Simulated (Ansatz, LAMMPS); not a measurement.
# Glassy 84SiO2-16BaO (mol %) (71 atoms) under strain, part 3 of 4

Aim: relax glassy 84SiO2-16BaO (mol %) (71 atoms), then change its volume and shape to read moduli from the stress.

Ansatz 0.2.0; Kohn-Sham DFT, PBE, PAW (set soft_1), plane waves.

The cell: 21 Si, 4 Ba and 46 O. The quench rate of 200 K/ps far exceeds what a furnace or splat quench reaches. The starting topology of bonds comes from the classical model. Only the Γ point is sampled. Spin–orbit coupling is left out.

So far. Step 6 (Volume +3 %): The relaxation converged after 8 steps, 0.269 eV below its start, with a largest force component of 0.035 eV/Å. Step 6 (Volume +3 %): Volume +3 %: the energy stands 0.155 eV above that of the reference, at a pressure of -1.56 GPa.

### Step 7. Volume -6 %

The relaxed cell is scaled to another volume.

File input.yaml:

```yaml
crystal:
  lattice:
    - [9.8407, 0.01471, 0.1536]
    - [0.01471, 9.83214, -0.05979]
    - [0.1536, -0.05979, 9.71561]
  atoms:
    [... the 71 atom lines of step 4 ...]
kpoints:
  mp_grid: { grid: [1, 1, 1] }
hamiltonian:
  xc: pbe
  pseudopotentials: { kind: paw, azcp: { folder: soft_1 } }
scf:
  occupations: { method: fixed }
output:
  forces: true
  eigenvalues: true
  stress: true
relax:
  f_tol: 0.05
  max_steps: 70
```

Run with:

```bash
> ansatz run input.yaml --threads 4 --pin off --max-ram 8192MiB --backend cpu --events-out ev --progress --plain --runs-dir out
```

Numbers of over 12 decimals in the logs are rounded to 6 here.

The log of the run:

```text
[...]
Crystal: 71 atoms, lattice volume = 939.766 Å³
Basis set: ecut = 420 eV, 18399 PW (Γ), exchange–correlation on 144×144×144 points (8 copies of the dense FFT grid, shifted against one another)
Bands: 271, of which v1, the nominal top of the filled ones, is band 200 counted from 1 (199 counted from 0)
Symmetry: 1 space group operations
[...]
k-points: 1
[...]
SCF iter   1: F=—  HF=-63376.845205 eV  |F-HF|=—  |Δ(HF+E_count)|=         —  Δρ=1.10e-1  dr2=1.39e2  ethr=3.10e-3  ⟨swp⟩=7.0  Hψ=991  notcnv=0  defer=68
[...]
SCF iter   9: F=—  HF=-63331.668795 eV  |F-HF|=—  |Δ(HF+E_count)|=   1.22e-4  Δρ=5.56e-5  dr2=2.56e-5  ethr=2.82e-8  ⟨swp⟩=2.0  Hψ=367  notcnv=0  defer=69
SCF iter  10: F=-63331.668799 eV  HF=-63331.668798 eV  |F-HF|=6.64e-7  |Δ(HF+E_count)|=   3.34e-6  Δρ=2.04e-5  dr2=3.71e-6  ethr=6.39e-9  ⟨swp⟩=24.0  Hψ=2151  notcnv=0
SCF 1 converged in 10 iterations: F = -63331.668799 eV  dr2 = 3.71e-6
[...]
relax step   1: F+E_penalty+E_count = -63331.66879880 eV  Δ(F+E_penalty+E_count) = +0.000e0 eV  max|allowed force component| = 1.331e0 eV/Å  Δτ_max = 0.0000 Å  (10 SCF iters, dr2 threshold 6.25e-5 eV, accepted)
[...]
relax step   2: F+E_penalty+E_count = -63332.35026303 eV  Δ(F+E_penalty+E_count) = -6.815e-1 eV  max|allowed force component| = 7.353e-1 eV/Å  Δτ_max = 0.1948 Å  (6 SCF iters, dr2 threshold 1.00e-4 eV, accepted)
[...]
relax step   3: F+E_penalty+E_count = -63332.79172758 eV  Δ(F+E_penalty+E_count) = -4.415e-1 eV  max|allowed force component| = 4.015e-1 eV/Å  Δτ_max = 0.1231 Å  (6 SCF iters, dr2 threshold 3.38e-5 eV, accepted)
relax step   4: F+E_penalty+E_count = -63332.61941342 eV  Δ(F+E_penalty+E_count) = +1.723e-1 eV  max|allowed force component| = 1.358e0 eV/Å  Δτ_max = 0.2000 Å  (7 SCF iters, dr2 threshold 4.81e-5 eV, rejected (line search))
relax step   5: F+E_penalty+E_count = -63332.91725413 eV  Δ(F+E_penalty+E_count) = -1.255e-1 eV  max|allowed force component| = 2.283e-1 eV/Å  Δτ_max = 0.1000 Å  (10 SCF iters, accepted)
relax step   6: F+E_penalty+E_count = -63332.93674075 eV  Δ(F+E_penalty+E_count) = -1.949e-2 eV  max|allowed force component| = 1.508e-1 eV/Å  Δτ_max = 0.1000 Å  (6 SCF iters, dr2 threshold 1.55e-5 eV, accepted)
relax step   7: F+E_penalty+E_count = -63332.94802092 eV  Δ(F+E_penalty+E_count) = -1.128e-2 eV  max|allowed force component| = 6.415e-2 eV/Å  Δτ_max = 0.0367 Å  (6 SCF iters, dr2 threshold 7.36e-6 eV, accepted)
relax step   8: F+E_penalty+E_count = -63332.94707594 eV  Δ(F+E_penalty+E_count) = +9.450e-4 eV  max|allowed force component| = 1.152e-1 eV/Å  Δτ_max = 0.0640 Å  (9 SCF iters, rejected (line search))
relax step   9: F+E_penalty+E_count = -63332.95145193 eV  Δ(F+E_penalty+E_count) = -3.431e-3 eV  max|allowed force component| = 5.518e-2 eV/Å  Δτ_max = 0.0241 Å  (8 SCF iters, accepted)
[...]
relax step  10: F+E_penalty+E_count = -63332.95447201 eV  Δ(F+E_penalty+E_count) = -3.020e-3 eV  max|allowed force component| = 2.268e-2 eV/Å  Δτ_max = 0.0415 Å  (8 SCF iters, accepted)
SCF converged after 8 iterations
Free energy (F): -63332.954472 eV
[...]
Internal energy: -63332.954472 eV  (E = F + TS)
E sigma→0 (E₀):  -63332.954472 eV
Fermi energy:    5.372777 eV
[...]
Σ components = -63332.954472   (vs F -63332.954472, Δ=0.00e0)
--- Forces (eV/Å), atoms counted from 1 ---
  atom   1  Si    -0.00630958    -0.01627046     0.00507355
  atom   2  Si     0.00028585     0.01247596     0.00612167
  atom   3  Si    -0.01261273     0.00063574     0.00878630
  atom   4  Si     0.00738830     0.00386211     0.00415304
[...]
atom  71  O      0.00467751    -0.00655389    -0.00647466
  max |Σ_I F_I| component: 8.42e-5 eV/Å
--- Stress (GPa, compression-positive) ---
        3.634767      -0.099591       0.000275
       -0.099592       3.742878      -0.164143
        0.000275      -0.164145       3.564077
  P = ⅓ Tr σ = 3.6472 GPa (36.472 kbar)
--- Band table (eV) ---
[...]
--- Relaxed structure (10 steps of the walk, 8 accepted, 0 SCFs on fresh bases) ---
  F+E_penalty+E_count = -63332.95447201 eV   max|allowed force component| = 2.268e-2 eV/Å
  atoms:
    - { symbol: Si, position: [0.763243, 0.940649, 0.558593] }
    - { symbol: Si, position: [0.086150, 0.582441, 0.723552] }
    - { symbol: Si, position: [0.315309, 0.829092, 0.487021] }
    - { symbol: Si, position: [0.596003, 0.190919, 0.547153] }
[...]
- { symbol: O, position: [0.229631, 0.247364, 0.776418] }
```

Run time: 51 s. Hardware: 4 threads of Intel Xeon Platinum 8375C at 2.90GHz (Ice Lake), shared host; peak memory 1.3 GiB.

The relaxation converged after 10 steps, 1.29 eV below its start, with a largest force component of 0.023 eV/Å.

Volume -6 %: the energy stands 0.652 eV above that of the reference, at a pressure of 3.65 GPa.

### Step 8. Volume +6 %

The relaxed cell is scaled to another volume.

input.yaml, the sections that differ from step 7:

```yaml
crystal:
  lattice:
    - [10.2428, 0.01531, 0.15988]
    - [0.01531, 10.23389, -0.06224]
    - [0.15988, -0.06224, 10.1126]
  atoms:
    [... the 71 atom lines of step 4 ...]
# kpoints, hamiltonian, scf, output, relax: as in step 7
```

The log of the run:

```text
[...]
Crystal: 71 atoms, lattice volume = 1059.736 Å³
Basis set: ecut = 420 eV, 20709 PW (Γ), exchange–correlation on 144×144×144 points (8 copies of the dense FFT grid, shifted against one another)
Bands: 271, of which v1, the nominal top of the filled ones, is band 200 counted from 1 (199 counted from 0)
Symmetry: 1 space group operations
[...]
k-points: 1
[...]
SCF iter   1: F=—  HF=-63371.241503 eV  |F-HF|=—  |Δ(HF+E_count)|=         —  Δρ=9.34e-2  dr2=1.25e2  ethr=3.10e-3  ⟨swp⟩=7.0  Hψ=991  notcnv=0  defer=68
[...]
SCF iter   9: F=—  HF=-63332.017862 eV  |F-HF|=—  |Δ(HF+E_count)|=   1.78e-4  Δρ=8.97e-5  dr2=6.97e-5  ethr=3.68e-8  ⟨swp⟩=2.0  Hψ=401  notcnv=0  defer=69
SCF iter  10: F=-63332.017857 eV  HF=-63332.017855 eV  |F-HF|=2.47e-6  |Δ(HF+E_count)|=   7.22e-6  Δρ=1.72e-5  dr2=3.69e-6  ethr=1.56e-8  ⟨swp⟩=23.0  Hψ=2319  notcnv=0
SCF 1 converged in 10 iterations: F = -63332.017857 eV  dr2 = 3.69e-6
[...]
relax step   1: F+E_penalty+E_count = -63332.01785740 eV  Δ(F+E_penalty+E_count) = +0.000e0 eV  max|allowed force component| = 1.069e0 eV/Å  Δτ_max = 0.0000 Å  (10 SCF iters, dr2 threshold 6.25e-5 eV, accepted)
[...]
relax step   2: F+E_penalty+E_count = -63332.56962633 eV  Δ(F+E_penalty+E_count) = -5.518e-1 eV  max|allowed force component| = 6.905e-1 eV/Å  Δτ_max = 0.1950 Å  (6 SCF iters, dr2 threshold 7.14e-5 eV, accepted)
[...]
relax step   3: F+E_penalty+E_count = -63332.93569313 eV  Δ(F+E_penalty+E_count) = -3.661e-1 eV  max|allowed force component| = 3.214e-1 eV/Å  Δτ_max = 0.1070 Å  (6 SCF iters, dr2 threshold 2.98e-5 eV, accepted)
relax step   4: F+E_penalty+E_count = -63332.98515556 eV  Δ(F+E_penalty+E_count) = -4.946e-2 eV  max|allowed force component| = 1.956e-1 eV/Å  Δτ_max = 0.1122 Å  (6 SCF iters, dr2 threshold 2.24e-5 eV, accepted)
relax step   5: F+E_penalty+E_count = -63332.81510205 eV  Δ(F+E_penalty+E_count) = +1.701e-1 eV  max|allowed force component| = 5.263e-1 eV/Å  Δτ_max = 0.1742 Å  (8 SCF iters, dr2 threshold 8.29e-6 eV, rejected (line search))
relax step   6: F+E_penalty+E_count = -63333.03003335 eV  Δ(F+E_penalty+E_count) = -4.488e-2 eV  max|allowed force component| = 6.674e-2 eV/Å  Δτ_max = 0.0647 Å  (9 SCF iters, accepted)
relax step   7: F+E_penalty+E_count = -63333.02398631 eV  Δ(F+E_penalty+E_count) = +6.047e-3 eV  max|allowed force component| = 2.523e-1 eV/Å  Δτ_max = 0.0622 Å  (9 SCF iters, rejected (line search))
relax step   8: F+E_penalty+E_count = -63333.03538414 eV  Δ(F+E_penalty+E_count) = -5.351e-3 eV  max|allowed force component| = 5.049e-2 eV/Å  Δτ_max = 0.0239 Å  (9 SCF iters, accepted)
relax step   9: F+E_penalty+E_count = -63333.03274891 eV  Δ(F+E_penalty+E_count) = +2.635e-3 eV  max|allowed force component| = 1.521e-1 eV/Å  Δτ_max = 0.0500 Å  (9 SCF iters, rejected (line search))
[...]
relax step  10: F+E_penalty+E_count = -63333.03647563 eV  Δ(F+E_penalty+E_count) = -1.091e-3 eV  max|allowed force component| = 3.664e-2 eV/Å  Δτ_max = 0.0189 Å  (8 SCF iters, accepted)
SCF converged after 8 iterations
Free energy (F): -63333.036476 eV
[...]
Internal energy: -63333.036476 eV  (E = F + TS)
E sigma→0 (E₀):  -63333.036476 eV
Fermi energy:    4.099540 eV
[...]
Σ components = -63333.036476   (vs F -63333.036476, Δ=0.00e0)
--- Forces (eV/Å), atoms counted from 1 ---
  atom   1  Si    -0.01169473    -0.00504818     0.01090228
  atom   2  Si     0.02202324     0.00856876     0.01048625
  atom   3  Si     0.00636530    -0.00855837     0.00190220
  atom   4  Si    -0.00404633    -0.00938437     0.00177377
[...]
atom  71  O     -0.01080540     0.00256479    -0.01148483
  max |Σ_I F_I| component: 8.14e-5 eV/Å
--- Stress (GPa, compression-positive) ---
       -2.988862       0.109722       0.096667
        0.109722      -2.866887       0.098269
        0.096668       0.098270      -2.884268
  P = ⅓ Tr σ = -2.9133 GPa (-29.133 kbar)
--- Band table (eV) ---
[...]
--- Relaxed structure (10 steps of the walk, 7 accepted, 0 SCFs on fresh bases) ---
  F+E_penalty+E_count = -63333.03647563 eV   max|allowed force component| = 3.664e-2 eV/Å
  atoms:
    - { symbol: Si, position: [0.758135, 0.931995, 0.546739] }
    - { symbol: Si, position: [0.090187, 0.589974, 0.721751] }
    - { symbol: Si, position: [0.308871, 0.832142, 0.484428] }
    - { symbol: Si, position: [0.589501, 0.183966, 0.545543] }
[...]
- { symbol: O, position: [0.244291, 0.252096, 0.763525] }
```

Run time: 55 s. Hardware: 4 threads; peak memory 1.4 GiB.

The relaxation converged after 10 steps, 1.02 eV below its start, with a largest force component of 0.037 eV/Å.

Volume +6 %: the energy stands 0.570 eV above that of the reference, at a pressure of -2.91 GPa.

### Step 9. Volume -10 %

The relaxed cell is scaled to another volume.

Input and log are left out; they have the form of those shown for this kind of step.

Wall time 56 s (4 threads of Intel Xeon Platinum 8375C at 2.90GHz (Ice Lake), shared host); peak memory 1.3 GiB.

The relaxation converged after 10 steps, 3.90 eV below its start, with a largest force component of 0.046 eV/Å.

Volume -10 %: the energy stands 1.91 eV above that of the reference, at a pressure of 6.55 GPa.

### Step 10. Stretched by 1 % along x

The relaxed cell is strained along x alone, which gives the stiffness along x and its coupling to y and z.

input.yaml, the sections that differ from step 8:

```yaml
crystal:
  lattice:
    - [10.14623, 0.01502, 0.1568]
    - [0.01517, 10.03704, -0.06104]
    - [0.15837, -0.06104, 9.91808]
  atoms:
    [... the 71 atom lines of step 4 ...]
# kpoints, hamiltonian, scf, output, relax: as in step 8
```

The log of the run:

```text
[...]
Crystal: 71 atoms, lattice volume = 1009.749 Å³
Basis set: ecut = 420 eV, 19733 PW (Γ), exchange–correlation on 144×144×144 points (8 copies of the dense FFT grid, shifted against one another)
Bands: 271, of which v1, the nominal top of the filled ones, is band 200 counted from 1 (199 counted from 0)
Symmetry: 1 space group operations
[...]
k-points: 1
[...]
SCF iter   1: F=—  HF=-63374.748849 eV  |F-HF|=—  |Δ(HF+E_count)|=         —  Δρ=9.96e-2  dr2=1.30e2  ethr=3.10e-3  ⟨swp⟩=7.0  Hψ=991  notcnv=0  defer=68
[...]
SCF iter   9: F=—  HF=-63333.513433 eV  |F-HF|=—  |Δ(HF+E_count)|=   1.51e-4  Δρ=7.20e-5  dr2=4.35e-5  ethr=3.19e-8  ⟨swp⟩=2.0  Hψ=367  notcnv=0  defer=69
SCF iter  10: F=-63333.513433 eV  HF=-63333.513431 eV  |F-HF|=1.83e-6  |Δ(HF+E_count)|=   1.76e-6  Δρ=1.71e-5  dr2=3.30e-6  ethr=1.09e-8  ⟨swp⟩=23.0  Hψ=2254  notcnv=0
SCF 1 converged in 10 iterations: F = -63333.513433 eV  dr2 = 3.30e-6
[...]
relax step   1: F+E_penalty+E_count = -63333.51343276 eV  Δ(F+E_penalty+E_count) = +0.000e0 eV  max|allowed force component| = 4.106e-1 eV/Å  Δτ_max = 0.0000 Å  (10 SCF iters, dr2 threshold 6.25e-5 eV, accepted)
[...]
relax step   2: F+E_penalty+E_count = -63333.54063868 eV  Δ(F+E_penalty+E_count) = -2.721e-2 eV  max|allowed force component| = 2.321e-1 eV/Å  Δτ_max = 0.0538 Å  (6 SCF iters, dr2 threshold 1.05e-5 eV, accepted)
[...]
relax step   3: F+E_penalty+E_count = -63333.56518244 eV  Δ(F+E_penalty+E_count) = -2.454e-2 eV  max|allowed force component| = 1.034e-1 eV/Å  Δτ_max = 0.0330 Å  (6 SCF iters, dr2 threshold 3.37e-6 eV, accepted)
relax step   4: F+E_penalty+E_count = -63333.56843024 eV  Δ(F+E_penalty+E_count) = -3.248e-3 eV  max|allowed force component| = 6.130e-2 eV/Å  Δτ_max = 0.0165 Å  (7 SCF iters, accepted)
relax step   5: F+E_penalty+E_count = -63333.56900737 eV  Δ(F+E_penalty+E_count) = -5.771e-4 eV  max|allowed force component| = 7.127e-2 eV/Å  Δτ_max = 0.0246 Å  (7 SCF iters, accepted)
relax step   6: F+E_penalty+E_count = -63333.57095783 eV  Δ(F+E_penalty+E_count) = -1.950e-3 eV  max|allowed force component| = 5.122e-2 eV/Å  Δτ_max = 0.0172 Å  (7 SCF iters, accepted)
[...]
relax step   7: F+E_penalty+E_count = -63333.57238830 eV  Δ(F+E_penalty+E_count) = -1.430e-3 eV  max|allowed force component| = 1.402e-2 eV/Å  Δτ_max = 0.0141 Å  (7 SCF iters, accepted)
SCF converged after 7 iterations
Free energy (F): -63333.572388 eV
[...]
Internal energy: -63333.572388 eV  (E = F + TS)
E sigma→0 (E₀):  -63333.572388 eV
Fermi energy:    4.578234 eV
[...]
Σ components = -63333.572388   (vs F -63333.572388, Δ=0.00e0)
--- Forces (eV/Å), atoms counted from 1 ---
  atom   1  Si     0.01311028     0.00850192    -0.00554630
  atom   2  Si     0.00769618    -0.00039840    -0.00056585
  atom   3  Si     0.00768678    -0.00792425     0.00030503
  atom   4  Si    -0.00225164    -0.00034985    -0.00164979
[...]
atom  71  O     -0.00671430     0.00078414    -0.00295446
  max |Σ_I F_I| component: 1.50e-4 eV/Å
--- Stress (GPa, compression-positive) ---
       -1.068941       0.036212       0.058519
        0.036211      -0.321751      -0.029243
        0.058520      -0.029243      -0.294275
  P = ⅓ Tr σ = -0.5617 GPa (-5.617 kbar)
--- Band table (eV) ---
[...]
--- Relaxed structure (7 steps of the walk, 7 accepted, 0 SCFs on fresh bases) ---
  F+E_penalty+E_count = -63333.57238830 eV   max|allowed force component| = 1.402e-2 eV/Å
  atoms:
    - { symbol: Si, position: [0.760217, 0.935425, 0.551485] }
    - { symbol: Si, position: [0.088379, 0.587677, 0.722659] }
    - { symbol: Si, position: [0.310089, 0.830231, 0.484351] }
    - { symbol: Si, position: [0.590418, 0.186524, 0.545036] }
[...]
- { symbol: O, position: [0.238526, 0.248188, 0.768855] }
```

Wall time 43 s (4 threads); peak memory 1.3 GiB.

The relaxation converged after 7 steps, 0.0590 eV below its start, with a largest force component of 0.014 eV/Å.

Stretched by 1 % along x: the energy stands 0.0341 eV above that of the reference, at a pressure of -0.562 GPa.

### Step 11. Compressed by 1 % along x

The relaxed cell is strained along x alone, which gives the stiffness along x and its coupling to y and z.

input.yaml, the sections that differ from step 10:

```yaml
crystal:
  lattice:
    - [9.94531, 0.01502, 0.1568]
    - [0.01487, 10.03704, -0.06104]
    - [0.15523, -0.06104, 9.91808]
  atoms:
    [... the 71 atom lines of step 4 ...]
# kpoints, hamiltonian, scf, output, relax: as in step 10
```

The log of the run:

```text
[...]
Crystal: 71 atoms, lattice volume = 989.754 Å³
Basis set: ecut = 420 eV, 19357 PW (Γ), exchange–correlation on 144×144×144 points (8 copies of the dense FFT grid, shifted against one another)
Bands: 271, of which v1, the nominal top of the filled ones, is band 200 counted from 1 (199 counted from 0)
Symmetry: 1 space group operations
[...]
k-points: 1
[...]
SCF iter   1: F=—  HF=-63375.935804 eV  |F-HF|=—  |Δ(HF+E_count)|=         —  Δρ=1.02e-1  dr2=1.33e2  ethr=3.10e-3  ⟨swp⟩=7.0  Hψ=991  notcnv=0  defer=68
[...]
SCF iter  10: F=-63333.512099 eV  HF=-63333.512097 eV  |F-HF|=2.11e-6  |Δ(HF+E_count)|=   1.96e-6  Δρ=1.69e-5  dr2=3.23e-6  ethr=1.16e-8  ⟨swp⟩=23.0  Hψ=2200  notcnv=0
SCF 1 converged in 10 iterations: F = -63333.512099 eV  dr2 = 3.23e-6
[...]
relax step   1: F+E_penalty+E_count = -63333.51209944 eV  Δ(F+E_penalty+E_count) = +0.000e0 eV  max|allowed force component| = 4.530e-1 eV/Å  Δτ_max = 0.0000 Å  (10 SCF iters, dr2 threshold 6.25e-5 eV, accepted)
[...]
relax step   2: F+E_penalty+E_count = -63333.54179568 eV  Δ(F+E_penalty+E_count) = -2.970e-2 eV  max|allowed force component| = 2.259e-1 eV/Å  Δτ_max = 0.0579 Å  (6 SCF iters, dr2 threshold 1.28e-5 eV, accepted)
[...]
relax step   3: F+E_penalty+E_count = -63333.56578233 eV  Δ(F+E_penalty+E_count) = -2.399e-2 eV  max|allowed force component| = 1.015e-1 eV/Å  Δτ_max = 0.0300 Å  (6 SCF iters, dr2 threshold 3.19e-6 eV, accepted)
relax step   4: F+E_penalty+E_count = -63333.56915322 eV  Δ(F+E_penalty+E_count) = -3.371e-3 eV  max|allowed force component| = 5.730e-2 eV/Å  Δτ_max = 0.0225 Å  (7 SCF iters, accepted)
relax step   5: F+E_penalty+E_count = -63333.57032016 eV  Δ(F+E_penalty+E_count) = -1.167e-3 eV  max|allowed force component| = 6.422e-2 eV/Å  Δτ_max = 0.0157 Å  (7 SCF iters, accepted)
[...]
relax step   6: F+E_penalty+E_count = -63333.57242682 eV  Δ(F+E_penalty+E_count) = -2.107e-3 eV  max|allowed force component| = 4.717e-2 eV/Å  Δτ_max = 0.0096 Å  (7 SCF iters, accepted)
SCF converged after 7 iterations
Free energy (F): -63333.572427 eV
[...]
Internal energy: -63333.572427 eV  (E = F + TS)
E sigma→0 (E₀):  -63333.572427 eV
Fermi energy:    4.791437 eV
[...]
--- Forces (eV/Å), atoms counted from 1 ---
  atom   1  Si    -0.00110781    -0.02311469    -0.00005836
  atom   2  Si     0.00238323     0.01788481     0.01451443
  atom   3  Si     0.00719410     0.00789079     0.00006055
  atom   4  Si    -0.02010524    -0.00176993    -0.00304242
  atom   5  Si    -0.00779702    -0.00923609     0.04717092
  atom   6  Si     0.01575198    -0.00452524    -0.00503173
  atom   7  Si    -0.01037421     0.00976237     0.00810128
  atom   8  Si     0.00991842    -0.00672088    -0.01791689
  atom   9  Si    -0.00358592    -0.01079929    -0.00730784
  atom  10  Si    -0.02411090    -0.00331479    -0.02690054
  atom  11  Si     0.02315769    -0.01118297     0.00274645
  atom  12  Si     0.00670471    -0.00453694     0.01095438
  atom  13  Si    -0.00788214    -0.02361971     0.00850634
  atom  14  Si     0.01406992    -0.00352722     0.00478721
[...]
atom  70  O      0.00444006     0.00377043    -0.01027866
  atom  71  O      0.00526793     0.01176977     0.01222259
  max |Σ_I F_I| component: 4.50e-5 eV/Å
--- Stress (GPa, compression-positive) ---
        1.116114      -0.035260      -0.049037
       -0.035260       0.307614       0.038640
       -0.049036       0.038639       0.276453
  P = ⅓ Tr σ = 0.5667 GPa (5.667 kbar)
--- Band table (eV) ---
[...]
--- Relaxed structure (6 steps of the walk, 6 accepted, 0 SCFs on fresh bases) ---
  F+E_penalty+E_count = -63333.57242682 eV   max|allowed force component| = 4.717e-2 eV/Å
  atoms:
    - { symbol: Si, position: [0.761094, 0.937081, 0.552439] }
    - { symbol: Si, position: [0.086760, 0.586533, 0.722426] }
    - { symbol: Si, position: [0.313727, 0.830860, 0.484002] }
    - { symbol: Si, position: [0.593506, 0.188168, 0.546228] }
[...]
- { symbol: O, position: [0.235536, 0.250012, 0.769913] }
```

Wall time 34 s (4 threads); peak memory 1.3 GiB.

The relaxation converged after 6 steps, 0.0603 eV below its start, with a largest force component of 0.047 eV/Å.

Compressed by 1 % along x: the energy stands 0.0341 eV above that of the reference, at a pressure of 0.567 GPa.

(Part 3 of 4 ends here.)

[Logs are printed without paths, hosts, clocks, repeated set-up lines and the standing remarks that a program may print on its own settings, such as how far it seeks lower states.]

[Hosts, paths, dates, database ids (printed as entryN), source tags and the programs' standing remarks are cut or masked in the printed files.]
